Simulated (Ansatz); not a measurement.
**H2CClF: valence-band photoemission**

What would valence photoemission of H2CClF look like, and what sets its shape?

Main program and level: Ansatz 0.2.0; DFT, PBEsol, plane-wave PAW, default files, scalar-relativistic, in the first sound run; inputs show where later runs differ.

## (1) The starting structure

It takes space group P2_1 (No. 4, monoclinic). The conventional cell has a = 5.021 Å, b = 4.148 Å, c = 6.768 Å, α = 90.00°, β = 108.21°, γ = 90.00°. Cl has 1 C at 1.79 Å nearest. Nearest to F lie 1 C at 1.37 Å. Nearest to C lie 2 H at 1.08 to 1.10 Å and 1 F at 1.37 Å and 1 Cl at 1.79 Å. Nearest to H lie 1 C at 1.08 Å. Nearest to H lie 1 C at 1.10 Å. Farther neighbours and most contacts between anions are not listed.

## (2) Self-consistent run, DOS and bands

The base run gives the projected DOS, from which the spectra are built. The DOS is taken on a denser mesh than the density.

Contents of input.yaml:

```yaml
crystal:
  lattice:
    - [5.0206, 0.0, 0.0]
    - [0.0, 4.1477, 0.0]
    - [-2.1143188253, 0.0, 6.4288463713]
  atoms:
    - { symbol: Cl, position: [0.8301, 0.5061, 0.6339] }
    - { symbol: Cl, position: [0.1699, 0.0061, 0.3661] }
    - { symbol: F, position: [0.7372, 0.4575, 0.986] }
    - { symbol: F, position: [0.2628, 0.9575, 0.014] }
    - { symbol: C, position: [0.6494, 0.6398, 0.8084] }
    - { symbol: C, position: [0.3506, 0.1398, 0.1916] }
    - { symbol: H, position: [0.428, 0.606, 0.735] }
    - { symbol: H, position: [0.572, 0.106, 0.265] }
    - { symbol: H, position: [0.708, 0.8911, 0.85] }
    - { symbol: H, position: [0.292, 0.3911, 0.15] }
kpoints:
  mp_grid: { grid: [6, 6, 4] }
  band_path:
    path:
      - [0.0, 0.0, 0.0]
      - [0.0, 0.5, 0.0]
      - [0.0, 0.5, 0.5]
      - [0.0, 0.0, 0.5]
      - [0.0, 0.0, 0.0]
      - [-0.5, 0.0, 0.5]
      - [-0.5, 0.5, 0.5]
      - [0.0, 0.5, 0.0]
      - [-0.5, 0.5, 0.0]
      - [-0.5, 0.0, 0.0]
    npoints: 10
scf:
  occupations: { method: fermi_dirac, width: 0.02 }
  n_extra_bands: 24
hamiltonian:
  xc: pbesol
  pseudopotentials: { kind: paw }
output:
  forces: true
  stress: true
  dos:
    projected: true
    de: 0.05
    e_range: [-36, 12]
    nscf_kmesh: { grid: [8, 10, 6] }
  fatbands: true
  write_density: true
  write_potential: true
  elf: true
  volumetric_format: npy
```

Command:

```sh
ansatz run input.yaml --threads 2 --pin off --max-ram 4096MiB --backend cpu --events-out ev --progress --plain --runs-dir out
```

Numbers of over 12 decimals in the logs are rounded to 6 here.

What it wrote:

```text
scf.n_extra_bands = 24 over 20 filled bands (N_el = 40.0): the run solves 44 bands
Engine: ansatz 0.2.0, x86_64-unknown-linux-gnu
Pseudopotentials: kind: paw
Pseudopotential: Cl, paw, valence charge 7, recommended cutoff 420 eV (normal), Cl.paw.azcp
Pseudopotential: F, paw, valence charge 7, recommended cutoff 420 eV (normal), F.paw.azcp
Pseudopotential: C, paw, valence charge 4, recommended cutoff 420 eV (normal), C.paw.azcp
Pseudopotential: H, paw, valence charge 1, recommended cutoff 420 eV (normal), H.paw.azcp
Functional definition: PBEsol
  exchange = pbesol_x
  correlation = pbesol_c
Crystal: 10 atoms, lattice volume = 133.874 Å³
Basis set: ecut = 420 eV, 2603 PW (Γ), exchange–correlation on 72×60×96 points (8 copies of the dense FFT grid, shifted against one another)
Bands: 44, of which v1, the nominal top of the filled ones, is band 20 counted from 1 (19 counted from 0)
Symmetry: 2 space group operations
Space group: P21 (ITA 4), of the structure as read, at distance tolerance 5.1e-5 Å
k-points: 56 of 144 (time reversal used)
Non-local potential: Cl, projectors of the file, l = 0: 2, l = 1: 2, l = 2: 2
Non-local potential: F, projectors of the file, l = 0: 2, l = 1: 2, l = 2: 1
Non-local potential: C, projectors of the file, l = 0: 2, l = 1: 2, l = 2: 1
Non-local potential: H, projectors of the file, l = 0: 2, l = 1: 1
PAW form: soft (Blöchl's): semilocal exchange-correlation on the pseudo side does not see the compensation charge
PAW frozen core: Cl, regenerated for the run's functional, and the local potential with it (the file was generated under x = pbe(κ = 0.804, μ = 0.219515), c = pbe(β = 0.066725))
PAW frozen core: F, regenerated for the run's functional, and the local potential with it (the file was generated under x = pbe(κ = 0.804, μ = 0.219515), c = pbe(β = 0.066725))
PAW frozen core: C, regenerated for the run's functional, and the local potential with it (the file was generated under x = pbe(κ = 0.804, μ = 0.219515), c = pbe(β = 0.066725))
PAW one-centre angular grid: Cl, 110 points (default); XC on 64 Gauss nodes
PAW one-centre angular grid: F, 110 points (default); XC on 64 Gauss nodes
PAW one-centre angular grid: C, 110 points (default); XC on 64 Gauss nodes
PAW one-centre angular grid: H, 110 points (default); XC on 64 Gauss nodes
Initial density: superposition of atomic densities (neutral atoms: chi_scale 0, normalization atom), corrected by the library's trained network
Initial wavefunctions: pseudopotential atomic-orbital guess
Functional: x = pbesol(κ = 0.804, μ = 0.123457), c = pbesol(β = 0.046)
SCF iter   1: F=—  HF=-4278.967085 eV  |F-HF|=—  |Δ(HF+E_count)|=         —  Δρ=6.13e-3  dr2=2.86e-2  ethr=1.77e-3  ⟨swp⟩=6.1  Hψ=12171  notcnv=0  defer=392
preconditioner: auto → Resta (q_TF=auto, 2.231 Å⁻¹)  ε∞=2.2  [insulator: Δε(μ)=5.899 eV  Ē_g=17.499 eV  σ=0.020 eV  W_gap=1.00  n_scr=26 (ndim 8)  ℏωp=19.3 eV  f_vac=0.110  D(μ)=0.00/eV (n_scr^D=0)  ε∞_Penn≈2.2]
SCF iter   2: F=—  HF=-4278.962556 eV  |F-HF|=—  |Δ(HF+E_count)|=   4.53e-3  Δρ=2.14e-3  dr2=3.66e-3  ethr=7.14e-5  ⟨swp⟩=2.0  Hψ=4351  notcnv=0  defer=1024
SCF iter   3: F=—  HF=-4278.962726 eV  |F-HF|=—  |Δ(HF+E_count)|=   1.69e-4  Δρ=9.77e-4  dr2=7.43e-4  ethr=9.15e-6  ⟨swp⟩=2.0  Hψ=2544  notcnv=0  defer=1024
SCF iter   4: F=—  HF=-4278.962995 eV  |F-HF|=—  |Δ(HF+E_count)|=   2.70e-4  Δρ=1.25e-4  dr2=1.50e-5  ethr=1.86e-6  ⟨swp⟩=2.6  Hψ=2669  notcnv=0  defer=1024
SCF iter   5: F=—  HF=-4278.963035 eV  |F-HF|=—  |Δ(HF+E_count)|=   3.97e-5  Δρ=4.12e-5  dr2=1.97e-6  ethr=3.76e-8  ⟨swp⟩=2.0  Hψ=2322  notcnv=0  defer=1024
SCF iter   6: F=—  HF=-4278.963038 eV  |F-HF|=—  |Δ(HF+E_count)|=   3.23e-6  Δρ=1.72e-5  dr2=4.60e-7  ethr=4.93e-9  ⟨swp⟩=2.0  Hψ=2289  notcnv=0  defer=1024
SCF iter   7: F=-4278.963039 eV  HF=-4278.963039 eV  |F-HF|=2.71e-8  |Δ(HF+E_count)|=   2.58e-7  Δρ=3.70e-6  dr2=1.80e-8  ethr=2.50e-10  ⟨swp⟩=15.2  Hψ=18969  notcnv=0
SCF 1 converged in 7 iterations: F = -4278.963039 eV  dr2 = 1.80e-8
  greatest PAW one-centre occupation: 0.931 electrons in one spin orbital (limit 2), on the F atom at site 3 (counted from 0), in its partial waves of l = 0
NSCF: frozen V_eff on 91 k-points
NSCF: frozen V_eff on 156 k-points
SCF converged after 7 iterations
Free energy (F): -4278.963039 eV
Harris-Foulkes:  -4278.963039 eV  (|F-HF|=2.71e-8)
Internal energy: -4278.963039 eV  (E = F + TS)
E sigma→0 (E₀):  -4278.963039 eV
Fermi energy:    2.344829 eV
--- Per-component energies (eV) ---
  E_band       = -304.084878
  E_kinetic    = 964.403545
  E_local      = -2768.134873  (includes V_loc(G=0)·N_el)
  E_nonlocal   = 266.454318
  E_hartree    = 989.575491
  E_xc         = -495.655313
  E_vxc        = -604.248791  (∫ρ·V_xc dr)
  E_paw        = -1863.108949  (= ΣΔE_a)
  E_vpaw       = -141.708236  (= ΣTr[D̂ρ^β])
  E_aug_tail   = -0.001290  (compensation charges beyond the density's cutoff)
  E_ewald      = -1372.779918
  E_core_change = 0.283951  (= ΣΔE_core)
  E_smearing   = -0.000000  (= −TS)
  E_closure    = -0.000000  (closes the sum)
  Σ components = -4278.963039   (vs F -4278.963039, Δ=0.00e0)
--- Forces (eV/Å), atoms counted from 1 ---
  atom   1  Cl    -0.16238417     0.09630981     0.03805783
  atom   2  Cl     0.16238417     0.09630981    -0.03805783
  atom   3  F     -0.07062767    -0.07462508     0.02392350
  atom   4  F      0.07062767    -0.07462508    -0.02392350
  atom   5  C      0.87131567     0.02047267     0.36966760
  atom   6  C     -0.87131567     0.02047267    -0.36966760
  atom   7  H     -0.66637411    -0.14717779    -0.40405782
  atom   8  H      0.66637411    -0.14717779     0.40405782
  atom   9  H      0.06439904     0.10492823    -0.09510709
  atom  10  H     -0.06439904     0.10492823     0.09510709
  max |Σ_I F_I| component: 1.84e-4 eV/Å
--- Stress (GPa, compression-positive) ---
        1.308193      -0.000000       1.052799
       -0.000000       0.685510      -0.000000
        1.052799      -0.000000       0.720974
  P = ⅓ Tr σ = 0.9049 GPa (9.049 kbar)
--- Band table (eV; the first three rows and the last of 56) ---
  k-point 0: bands = [... 16 lower, -1.4450, -1.3585, -1.3402, -0.8902, 5.6004, 5.9500, 6.3350, 7.5912, ... 20 higher]
  k-point 1: bands = [... 16 lower, -1.5057, -1.3294, -1.2759, -0.9026, 5.6269, 5.8552, 6.4518, 7.3358, ... 20 higher]
  k-point 2: bands = [... 16 lower, -1.5259, -1.3255, -1.2190, -0.9189, 5.7025, 5.7281, 6.6100, 7.0642, ... 20 higher]
  k-point 55: bands = [... 16 lower, -1.4226, -1.4226, -0.6458, -0.6458, 5.8171, 5.8171, 7.1437, 7.1437, ... 20 higher]
```

Wall time 34 s (2 threads of Intel Xeon Platinum 8559C (Emerald Rapids), shared host); peak memory 0.85 GiB; 68 s of CPU time.

Numbers from this step:

- free energy: -4278.9630 eV
- Fermi energy: 2.345 eV
- symmetry operations: 2
- pressure: 0.9049 GPa
- gap on the k-mesh: 5.924 eV
- zero of energy: valence-band maximum
- share of occupied states in no projected shell: 0.0095 of the occupied states in the window
- gap on the path: 5.918 eV
- least direct gap on the path: 5.957 eV
- valence top on path: 0.0062 eV

Electronic bands along the path, in eV, zero at the valence-band maximum; v1 is the highest filled band, c1 the lowest empty one:

```csv
point,v4,v3,v2,v1,c1
Γ,-0.81,-0.72,-0.70,-0.25,6.24
halfway,-0.87,-0.77,-0.57,-0.23,6.23
Z,-0.83,-0.83,-0.32,-0.32,6.39
halfway,-0.88,-0.88,-0.33,-0.33,6.46
D,-0.93,-0.93,-0.34,-0.34,6.52
halfway,-0.93,-0.78,-0.49,-0.32,6.35
B,-0.89,-0.69,-0.58,-0.28,6.34
halfway,-0.87,-0.69,-0.64,-0.26,6.27
Γ,-0.81,-0.72,-0.70,-0.25,6.24
halfway,-0.86,-0.58,-0.39,-0.21,6.08
A,-0.83,-0.56,-0.15,-0.09,6.03
halfway,-0.92,-0.63,-0.08,-0.05,6.14
E,-0.78,-0.78,-0.01,-0.01,6.46
halfway,-0.83,-0.83,-0.19,-0.19,6.50
Z,-0.83,-0.83,-0.32,-0.32,6.39
halfway,-0.83,-0.83,-0.19,-0.19,6.42
C2,-0.85,-0.85,0.00,0.00,6.48
halfway,-0.87,-0.66,-0.11,-0.01,6.07
Y2,-0.71,-0.57,-0.21,-0.03,5.92
```

Of the projections kept (Cl s, Cl p, F p, C s, C p, H s, not projected), the largest for each band there; the rest of the weight can lie on other orbitals:

```csv
point,v4,v3,v2,v1,c1
Γ,Cl p 0.81,Cl p 0.90,Cl p 0.88,Cl p 0.86,C p 0.37
Z,Cl p 0.85,Cl p 0.85,Cl p 0.71,Cl p 0.71,C p 0.35
D,Cl p 0.90,Cl p 0.90,Cl p 0.71,Cl p 0.71,C p 0.37
B,Cl p 0.86,Cl p 0.83,Cl p 0.87,Cl p 0.90,C p 0.43
Γ,Cl p 0.81,Cl p 0.90,Cl p 0.88,Cl p 0.86,C p 0.37
A,Cl p 0.89,Cl p 0.93,Cl p 0.74,Cl p 0.86,C p 0.38
```

The DOS has structure finer than the step of the table below, so its rows give means over 1 eV, whole bins alone (the curve runs from -25.2 to 15.0 eV). Peaks (eV: height): total -23.6: 25.5, -14.4: 23.9, -2.1: 18.5, -1.8: 22.8; F 2p -5.8: 6.24, -5.0: 4.44, -2.1: 10.5, -1.8: 12.6; Cl 3p -2.1: 4.52, -1.8: 5.70, -0.8: 13.5, -0.2: 10.1; C 2p -5.7: 5.28, -5.0: 2.84, -1.8: 2.45, 6.6: 3.28; H 1s -9.8: 2.80, -5.7: 1.95, -1.8: 1.65, 9.3: 1.98.

DOS against E, zero at the valence-band maximum; means over each step; 7 of 8 lines; values in states/eV/cell:

```csv
E (eV),total,F 2p,Cl 3p,C 2p,H 1s,C 2s,Cl 3s
-24,4.00,0.0893,0.0125,0.358,0.0611,0.316,0.00811
-23,0,0,0,0,0,0,0
-22,0,0,0,0,0,0,0
-21,0,0,0,0,0,0,0
-20,0,0,0,0,0,0,0
-19,0,0,0,0,0,0,0
-18,0,0,0,0,0,0,0
-17,0,0,0,0,0,0,0
-16,0,0,0,0,0,0,0
-15,1.44,0.0209,0.0294,0.134,0.0690,0.176,0.970
-14,2.56,0.0370,0.0579,0.230,0.100,0.314,1.74
-13,0,0,0,0,0,0,0
-12,0,0,0,0,0,0,0
-11,0,0,0,0,0,0,0
-10,3.95,0.764,0.197,0.203,0.619,1.13,0.702
-9,0.0461,0.00914,0.00239,0.00219,0.00517,0.0139,0.00863
-8,0,0,0,0,0,0,0
-7,0,0,0,0,0,0,0
-6,7.19,3.03,0.347,2.47,0.967,0.0959,0.0423
-5,4.81,1.84,1.13,1.30,0.196,0.0186,0.244
-4,0,0,0,0,0,0,0
-3,0.0456,0.0262,0.0103,0.00355,0.00509,4.7e-5,2.1e-5
-2,7.95,4.46,1.97,0.734,0.662,0.0211,0.0176
-1,4.26,0.309,3.71,0.0921,0.0935,0.0181,0.00314
0,3.74,0.239,2.90,0.233,0.323,0.00548,0.00451
1,0,0,0,0,0,0,0
2,0,0,0,0,0,0,0
3,0,0,0,0,0,0,0
4,0,0,0,0,0,0,0
5,0,0,0,0,0,0,0
6,2.58,0.0728,0.702,0.899,0.117,0.290,0.130
7,2.23,0.0880,0.465,0.717,0.182,0.184,0.0629
8,3.38,0.306,0.154,1.29,0.284,0.151,0.0202
9,3.92,0.163,0.0814,0.736,0.994,0.237,0.0163
10,3.77,0.0948,0.0498,0.496,1.04,0.165,0.00440
11,3.55,0.0641,0.0278,0.308,0.423,0.0861,0.00264
12,4.30,0.0789,0.0245,0.243,0.225,0.0867,0.00289
13,3.86,0.0498,0.0180,0.182,0.158,0.0660,0.00243
14,3.99,0.0429,0.0154,0.160,0.159,0.0704,0.00267
```

Simulated valence spectra by photon energy, shown to 13 eV, since a deeper line would dwarf them at some energies; the 100 % can be that line's tail at the edge; this run's widths, added to any smearing of the DOS itself: Gaussian 0.6 eV, Lorentzian 0.2 eV plus 0.05 an eV of depth. The intensity by binding energy, zero at the valence-band maximum; values in % of the maximum within 13 eV:

```csv
binding energy (eV),21.2 eV,150 eV,1486.7 eV,5414.7 eV,9251.7 eV
-1.0,3.35,2.54,3.39,1.85,1.36
-0.5,11.7,7.85,11.2,5.28,3.45
0.0,62.4,39.4,59.1,26.1,16.0
0.5,99.2,64.7,98.0,43.0,26.3
1.0,71.3,50.7,72.0,31.8,19.6
1.5,44.0,46.5,35.1,15.3,9.92
2.0,83.1,98.8,59.2,24.4,15.8
2.5,43.3,52.0,30.9,13.0,8.55
3.0,10.5,12.0,8.29,4.55,3.52
3.5,6.26,6.55,5.56,4.11,3.61
4.0,9.13,9.11,8.53,7.29,6.75
4.5,27.7,27.3,26.8,24.1,22.7
5.0,56.1,53.0,49.0,42.8,40.0
5.5,66.4,58.6,40.0,30.4,27.2
6.0,62.6,57.2,34.5,24.7,21.5
6.5,25.2,24.1,15.5,11.8,10.5
7.0,8.03,8.00,6.88,6.36,5.97
7.5,4.11,4.48,5.55,6.03,5.87
8.0,3.05,3.84,6.50,7.74,7.66
8.5,3.25,4.84,10.3,12.9,12.8
9.0,5.91,10.1,24.3,30.8,30.8
9.5,14.4,25.6,63.7,81.2,81.2
10.0,15.8,28.0,70.0,89.4,89.4
10.5,6.50,11.6,29.3,37.7,37.9
11.0,2.53,4.74,12.9,17.1,17.3
11.5,-,2.95,9.18,12.8,13.1
12.0,-,2.49,9.14,13.4,13.9
12.5,-,2.67,11.6,17.7,18.5
```

Maxima picked by a test of local sharpness, so broad peaks and shoulders can be missing; peaks within 0.45 eV of a curve's cut are left out. Valence peaks, by row:

```csv
photon energy (eV),binding energy (eV),height (% of the maximum within 13 eV),main shell,its share (%)
21.2,9.817,17.65,H 1s,31.17
21.2,5.767,70.97,C 2p,46.15
21.2,2.017,83.99,Cl 3p,40.36
21.2,0.5665,100,Cl 3p,88.1
150,23.67,33.82,F 2s,91.55
150,14.47,23.59,Cl 3s,70.73
150,9.767,31.44,F 2p,32.33
150,5.767,63.27,F 2p,75.85
150,2.017,100,F 2p,76.07
150,0.6165,66.23,Cl 3p,82.53
1487,23.67,122.4,F 2s,96.95
1487,14.47,135.8,Cl 3s,90.34
1487,9.767,78.43,Cl 3s,50.65
1487,5.017,49.33,Cl 3p,38.11
1487,2.017,59.82,Cl 3p,61.04
1487,0.6165,100,Cl 3p,95.17
5415,23.67,126.3,F 2s,97.3
5415,14.47,219.9,Cl 3s,94.83
5415,9.767,100,Cl 3s,67.5
5415,4.967,43.2,Cl 3s,68.12
5415,2.017,24.65,Cl 3p,63.41
5415,0.6165,43.95,Cl 3p,92.71
9252,23.67,113.4,F 2s,97.28
9252,14.47,233,Cl 3s,95.81
9252,9.767,100,Cl 3s,72.25
9252,4.967,40.43,Cl 3s,77.91
9252,2.017,15.9,Cl 3p,58.09
9252,0.6165,26.89,Cl 3p,89.51
```

The intensity has structure finer than the step of the table below, so its rows give means over 2 eV, whole bins alone (the curve runs from -25.2 to 1.46 eV). Peaks (eV: height): Cl K-beta -4.9: 20.7, -0.6: 99.9; Cl K-beta, E along x -4.9: 26.3, -1.9: 54.5, -0.2: 75.3; Cl K-beta, E along y -0.5: 131; Cl K-beta, E along z -4.9: 29.3, -0.7: 115; Cl L2,3 -14.4: 99.6, -9.8: 33.3, -4.9: 15.8.

Shapes are the site's partial DOS without matrix elements, which overweights lines from ligand s bands. Intensity against emission energy less the core level's binding energy, zero at the valence-band maximum; means over each step; 7 of 13 lines; values in % of the unpolarised maximum:

```csv
emission energy less the core level's binding energy (eV),Cl K-beta,"Cl K-beta, E along x","Cl K-beta, E along y","Cl K-beta, E along z","Cl L2,3",F K,"F K, E along x"
-24,0.147,0.165,0.0702,0.206,0.350,0.586,0.0384
-22,0.116,0.128,0.0799,0.139,0.386,0.220,0.0446
-20,0.119,0.134,0.0979,0.127,0.653,0.108,0.0559
-18,0.168,0.199,0.131,0.175,1.62,0.126,0.0744
-16,0.399,0.544,0.232,0.422,11.6,0.259,0.115
-14,0.879,1.26,0.429,0.943,49.3,0.657,0.207
-12,0.611,0.806,0.403,0.623,4.40,0.737,0.266
-10,2.19,3.28,1.14,2.15,15.9,6.69,0.911
-8,1.67,2.08,1.20,1.73,2.11,2.80,1.50
-6,9.81,12.2,5.88,11.3,3.91,35.0,25.2
-4,10.7,12.9,5.78,13.3,3.90,13.1,18.2
-2,36.2,36.4,39.1,33.0,0.720,43.1,64.0
0,58.1,43.3,76.3,54.7,0.345,6.43,7.45
```

Sums over each group's atoms; left-over states aren't shared out by site. Site centres, by row:

```csv
group,element,shell,occupied states,centre of occupied part (eV),centre up to the window's top (eV)
Cl1,Cl,3s,3.738,-12.79,-11.57
Cl1,Cl,3p,10.37,-1.805,-0.6409
F3,F,2s,3.679,-21.61,-19.46
F3,F,2p,10.83,-4.345,-3.206
C5,C,2s,2.11,-12.56,-3.99
C5,C,2p,5.759,-6.664,0.5574
H7,H,1s,1.547,-6.016,2.52
H9,H,1s,1.553,-5.736,2.943
```

ELF in the ac plane at fractional y = 0.106, with atoms of C and H within 0.2 Å of it. It is the smooth field of the valence electrons, not physical close to the nuclei.

Values in units of 1e-1, 18 rows by 14 columns, each cell a mean:
```
 1.1  4.8  7.2  7.8  7.4  5.5  1.8  0.1  0.1  0.2  0.3  0.2  0.1  0.1
 0.7  3.6  5.9  6.4  5.5  3.0  0.4  0.1  0.2  0.3  0.4  0.3  0.1  0.1
 0.2  1.0  2.2  2.7  1.9  0.5  0.1  0.1  0.5  1.1  1.0  0.4  0.1  0.1
 0.1  0.1  0.2  0.3  0.2  0.0  0.0  0.2  0.7  1.0  0.6  0.2  0.2  0.2
 0.3  0.1  0.0  0.0  0.0  0.0  0.0  0.1  0.2  0.3  0.3  0.5  0.8  0.9
 0.5  0.1  0.1  0.2  0.3  0.2  0.1  0.1  0.1  0.2  0.7  1.5  1.9  1.4
 0.2  0.2  0.8  2.1  2.8  2.0  0.6  0.1  0.1  0.6  1.6  2.3  2.0  1.0
 0.3  1.6  4.5  6.5  7.0  5.9  2.5  0.3  0.2  0.7  1.5  1.7  1.0  0.3
 2.3  6.0  8.1  8.7  8.7  7.7  4.2  0.5  0.1  0.3  0.5  0.5  0.2  0.3
 6.8  8.5  9.0  9.1  8.9  7.6  3.7  0.5  0.2  0.2  0.2  0.1  0.3  2.5
 8.7  8.9  8.3  8.1  8.0  6.1  2.2  1.5  3.1  2.9  0.9  0.2  1.5  6.3
 9.1  8.7  7.1  7.1  7.4  5.3  3.9  7.1  9.1  8.7  3.4  0.4  3.1  8.1
 9.0  8.4  7.5  7.9  7.8  6.1  7.8  9.8 10.0  9.7  4.2  0.5  4.2  8.5
 8.0  7.2  6.9  7.6  5.7  4.0  8.8  9.9  9.9  9.1  2.8  0.5  3.9  7.6
 4.6  3.7  4.4  5.2  2.3  2.1  7.5  9.0  8.8  5.5  0.8  0.3  1.9  4.4
 0.9  1.0  2.5  4.6  5.0  4.2  4.2  3.9  2.9  0.7  0.1  0.1  0.3  0.8
 0.2  1.0  3.1  5.6  6.5  5.0  2.2  0.6  0.2  0.1  0.1  0.1  0.1  0.1
 0.5  3.0  5.8  7.0  7.0  5.7  2.5  0.3  0.1  0.2  0.3  0.2  0.1  0.1
```
Columns run along a (5.0 Å), rows up along c (6.8 Å). Atoms in or near the plane, at fractional coordinates: C at (0.35, 0.19), H at (0.57, 0.26).

Electrostatic potential energy in the ac plane at fractional y = 0.106, with atoms of C and H within 0.2 Å of it. With pseudopotentials it is smooth inside the atoms' cores, unlike the true potential.

Ten even steps from '_' (-43 eV) to '@' (7 eV), each cell a mean:
```
@@@@@@##%%@@@@@@@@@@@@@@@@@@
@@@@@@@@@@@@@@@@@@@@@@@@@@@@
@@@@@@@@@@@@@@@@@@@@@@@@@@@@
@@@@@@@@@@@@@@@@@@@@@@@@@@@@
@@@@@@@@@@@@@@@@@@@@@@@@@@@@
@@@@@@@@@@@@@@@@@@@@@@@@@@@@
@@@@@@@@@@@@@@@@@@@@@@@@@@@@
@@@@@@@@@@@@@@@@@@@@@@@@@@@@
@@@@%%%%@@@@@@@@@@@@@@@@@@@@
@@##====**%%@@@@@@@@@@@@@@@@
##--____==%%@@@@@@@@@@@@@@@@
**..__..++%%%%%%%%%%@@@@@@@@
##--::==++==**++..**@@@@@@@@
%%####++..__::----##@@@@@@@@
@@@@%%--____::##%%@@@@@@@@@@
@@@@%%==..::**%%@@@@@@@@@@@@
@@@@%%**++##%%@@@@@@@@@@@@@@
@@@@%%++++%%@@@@@@@@@@@@@@@@
```
Columns run along a (5.0 Å; values clipped at the 3rd and 97th percentile), rows up along c (6.8 Å). Atoms in or near the plane, at fractional coordinates: C at (0.35, 0.19), H at (0.57, 0.26).

(Part 1 of 2 ends here.)

[Logs are printed without paths, hosts, clocks, repeated set-up lines and the standing remarks that a program may print on its own settings, such as how far it seeks lower states.]

[Hosts, paths, dates, database ids (printed as entryN), source tags and the programs' standing remarks are cut or masked in the printed files.]

[Maps of the electrostatic potential energy from Ansatz leave out the sawtooth potential of an applied field or a dipole correction, so their vacuum need not be flat; work functions include it.]

[Peak lists hold at most the 14 tallest peaks of each spectrum; further lines can be left out.]
